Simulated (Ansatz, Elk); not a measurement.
## Bonding as seen by X-rays: NaAgBr3

Structure refinements treat a crystal as free atoms side by side. For a made-up structure of NaAgBr3 (cell and positions from a r2SCAN relaxation) the runs below show what the calculated density changes in F(hkl).

Main program and level: Elk 11.2.3 (patched build); DFT, PBE, all-electron APW+lo, Dirac cores, scalar-relativistic bands, static density, no spin.

This account leaves out most program logs.

The structure was built from a prototype and need not be the compound's stable phase.

### 1. The starting structure

The structure is cubic, space group Pm-3m (No. 221). Conventional cell: a = 5.319 Å, b = 5.319 Å, c = 5.319 Å, α = 90.00°, β = 90.00°, γ = 90.00°. Nearest to Ag lie 6 Br at 2.66 Å. Nearest to Br lie 2 Ag at 2.66 Å and 4 Na at 3.76 Å. Nearest to Na lie 12 Br at 3.76 Å. Farther neighbours and most contacts between anions are not listed.

### 2. Ground state and structure factors

An all-electron density is needed, since X-rays see the cores too. Task 0 finds the density and task 195 Fourier-transforms it; tshift is off so that phases refer to the origin typed.

elk.in

```
tasks
  0
  195

xctype
  20

spinpol
  .false.

rgkmax
  7.0

gmaxvr
  14.0

lmaxo
  7

lmaxapw
  8

swidth
  0.002

tshift
  .false.

ramdisk
  .false.

hmaxvr
  5.5

maxscl
  120

epspot
  1e-06

sppath
  './'

avec
  10.05122617772 0.00000000000 0.00000000000
  0.00000000000 10.05122617772 -0.00000000000
  0.00000000000 -0.00000000000 10.05122617772

atoms
  3
  'Ag.in'
  1
  -0.0000000000 0.0000000000 -0.0000000000   0.000000 0.000000 0.000000
  'Br.in'
  3
  -0.0000000000 0.5000000000 -0.0000000000   0.000000 0.000000 0.000000
  -0.0000000000 0.0000000000 0.5000000000   0.000000 0.000000 0.000000
  0.5000000000 0.0000000000 -0.0000000000   0.000000 0.000000 0.000000
  'Na.in'
  1
  0.5000000000 0.5000000000 0.5000000000   0.000000 0.000000 0.000000

ngridk
  4 4 4
```

The run is started by

```console
$ OMP_NUM_THREADS=4 elk
```

Run time: 16 s. Hardware: 4 threads of AMD EPYC 9B45 (Zen 5), shared host; peak memory 0.25 GiB; 32 s of CPU time.

SFACRHO.OUT:

```text

h k l indices transformed by vhmat matrix:
   1.000000000       0.000000000       0.000000000    
   0.000000000       1.000000000       0.000000000    
   0.000000000       0.000000000       1.000000000    

      h      k      l  multipl.   |H|            Re(F)            Im(F)           |F|

      0      0      0      1   0.0000000       163.00000      0.52090269E-15   163.00000    
      0      0      1      6  0.62511630       67.209523      0.54338725E-14   67.209523    
      0     -1      1     12  0.88404795       20.026717     -0.18548093E-14   20.026717    
     -1     -1     -1      8   1.0827332      -57.268281     -0.13365498E-13   57.268281    
      0      0     -2      6   1.2502326       132.16636      0.93761479E-14   132.16636    
     -1     -2      0     24   1.3978025       56.541964      0.35127020E-15   56.541964    
     -2      1      1     24   1.5312160       17.767863      0.14783508E-13   17.767863    
     -2      2      0     12   1.7680959       116.60135      0.30203866E-14   116.60135    
     -2      1     -2     24   1.8753489       50.638288      0.12633629E-13   50.638288    
     -3      0      0      6   1.8753489       50.426328     -0.67089026E-13   50.426328    
      0      3     -1     24   1.9767913       15.429610      0.34457067E-13   15.429610    
      3     -1      1     24   2.0732762      -45.191144      0.64783921E-13   45.191144    
      2      2      2      8   2.1654664       106.49454     -0.21890547E-13   106.49454    
      0      3     -2     24   2.2538889       46.641855      0.63143614E-13   46.641855    
     -3      1      2     48   2.3389710       13.748797     -0.47585151E-13   13.748797    
      4      0      0      6   2.5004652       99.047272     -0.13608429E-13   99.047272    
     -1      0      4     24   2.5774205       43.904864     -0.11062645E-13   43.904864    
      2     -3     -2     24   2.5774205       43.794761     -0.57606614E-13   43.794761
```

Elk indexes on the primitive cell of elk.in and gives |H| = 4π sin θ/λ in inverse bohr. Below, one row stands for each form hkl of the conventional cell (m members, Friedel mates merged), F is for one primitive cell and the density is static (no thermal factor). Free-atom factors are Waasmaier and Kirfel's, and R is Σm||F|−|F'||/Σm|F|.

```csv
hkl,m,sin θ/λ (Å⁻¹),"abs F, DFT",neutral atoms,diff.,ions,diff.
100,6,0.094,67.210,67.131,+0.079,66.683,+0.526
110,12,0.133,20.027,20.493,-0.466,19.610,+0.417
111,8,0.163,57.268,56.873,+0.396,57.414,-0.146
200,6,0.188,132.166,132.244,-0.078,131.917,+0.249
210,24,0.210,56.542,56.635,-0.093,56.379,+0.163
211,24,0.230,17.768,17.810,-0.042,17.781,-0.013
220,12,0.266,116.601,116.852,-0.251,116.701,-0.100
221,24,0.282,50.638,50.717,-0.078,50.657,-0.019
300,6,0.282,50.426,50.717,-0.290,50.657,-0.231
310,24,0.297,15.430,15.527,-0.098,15.603,-0.174
311,24,0.312,45.191,45.338,-0.147,45.193,-0.002
222,8,0.326,106.495,106.707,-0.212,106.648,-0.153
320,24,0.339,46.642,46.756,-0.114,46.767,-0.125
321,48,0.352,13.749,13.722,+0.027,13.820,-0.071
```

The ions are Na+, Ag2+ and Br−, by formal charge.

### 3. The highest occupied states alone

An energy window below the Fermi level keeps the highest occupied states, to see at which angles they scatter; shallow core shells can lie inside it and anion s states outside. No new self-consistency is needed.

elk.in, as its differences from that of step 2:

```diff
@@ -1,3 +1,2 @@
 tasks
-  0
   195
@@ -40,2 +39,5 @@
 
+wsfac
+  -0.516610 0.334630
+
 sppath
```

The run is started by

```console
$ OMP_NUM_THREADS=4 elk
```

The job ended after 7.6 s (4 threads; peak memory 0.17 GiB).

States within 15 eV below the Fermi level hold 33.00 electrons; any levels below the window count with the cores. Their amplitudes can exceed the total, where window and core parts have opposite phase:

```csv
hkl,sin θ/λ (Å⁻¹),"abs F, window","abs F, all"
100,0.094,14.014,67.210
110,0.133,3.303,20.027
111,0.163,2.564,57.268
200,0.188,11.943,132.166
210,0.210,6.345,56.542
211,0.230,3.053,17.768
220,0.266,4.688,116.601
221,0.282,3.099,50.638
300,0.282,2.882,50.426
310,0.297,2.181,15.430
```

### 4. Another functional

The difference from free atoms is small, so it is set against the change that LDA (Perdew-Wang) makes.

elk.in, as its differences from that of step 3:

```diff
@@ -1,2 +1,3 @@
 tasks
+  0
   195
@@ -4,3 +5,3 @@
 xctype
-  20
+  3
 
@@ -39,5 +40,2 @@
 
-wsfac
-  -0.516610 0.334630
-
 sppath
```

The run is started by

```console
$ OMP_NUM_THREADS=4 elk
```

Wall time 9.4 s (4 threads); peak memory 0.19 GiB; 20 s of CPU time.

Against the first run R = 0.05 %; the largest change is -0.063 at 531.

### 5. Basis size

The basis and the expansions that go with it are enlarged, to see whether the differences are converged.

elk.in, as its differences from that of step 4:

```diff
@@ -5,3 +5,3 @@
 xctype
-  3
+  20
 
@@ -11,12 +11,12 @@
 rgkmax
-  7.0
+  8.5
 
 gmaxvr
-  14.0
+  18.0
 
 lmaxo
-  7
+  9
 
 lmaxapw
-  8
+  10
```

The run is started by

```console
$ OMP_NUM_THREADS=4 elk
```

The job ended after 35 s (4 threads; peak memory 0.51 GiB; 67 s of CPU time).

Against the first run R = 0.01 %; the largest change is -0.012 at 422.

### 6. Settings against the effect

```csv
run,R against the first run (%),"R against neutral atoms, low angle (%)",wall time
"PBE, rgkmax 7",0.00,0.31,16 s
LDA (Perdew-Wang),0.05,0.34,9.4 s
rgkmax 8.5 with larger expansions,0.01,0.31,35 s
```

### 7. Summary of results

```
R against neutral atoms, sin θ/λ < 0.3 Å⁻¹ : 0.31 %
R against neutral atoms, 0.3 to 0.82 Å⁻¹   : 0.21 %
R against ions, below 0.3 Å⁻¹              : 0.32 %
```

What this shows: Independent neutral atoms miss the calculated amplitudes by R = 0.31 % below 0.3 Å⁻¹ and 0.21 % from there to 0.82 Å⁻¹; by shells, 0.94 % below 0.15 Å⁻¹ (2 forms), 0.25 % 0.15 to 0.3 (8 forms), 0.25 % 0.3 to 0.45 (13 forms), 0.20 % above 0.45 (80 forms). Bonding, aspherical density and the tables' own atoms all enter these figures, and the runs don't part them. The largest change of an amplitude is -0.47 electrons, at 110. Formal ions give R = 0.32 % at low angle, no better and no worse than neutral atoms. The window's part falls from 33.0 electrons at the origin to at most 0.58 between 0.45 and 0.82 Å⁻¹. Below 0.3 Å⁻¹ the changes that finished (LDA (Perdew-Wang) and rgkmax 8.5 with larger expansions) move F by R = 0.04 % at most, against the 0.31 % that separates it from free atoms. The k-mesh has no finished test. These runs have no spin, though d or f shells may be open. The electron count is odd, so without spin the run is a metal by force. Part of the difference isn't bonding: the tables are fits to free atoms and ions calculated by other methods than this functional. Thermal motion, anomalous dispersion and extinction are left out.

[Logs are printed without paths, hosts, clocks, repeated set-up lines and the standing remarks that a program may print on its own settings, such as how far it seeks lower states.]

[Hosts, paths, dates, database ids (printed as entryN), source tags and the programs' standing remarks are cut or masked in the printed files.]
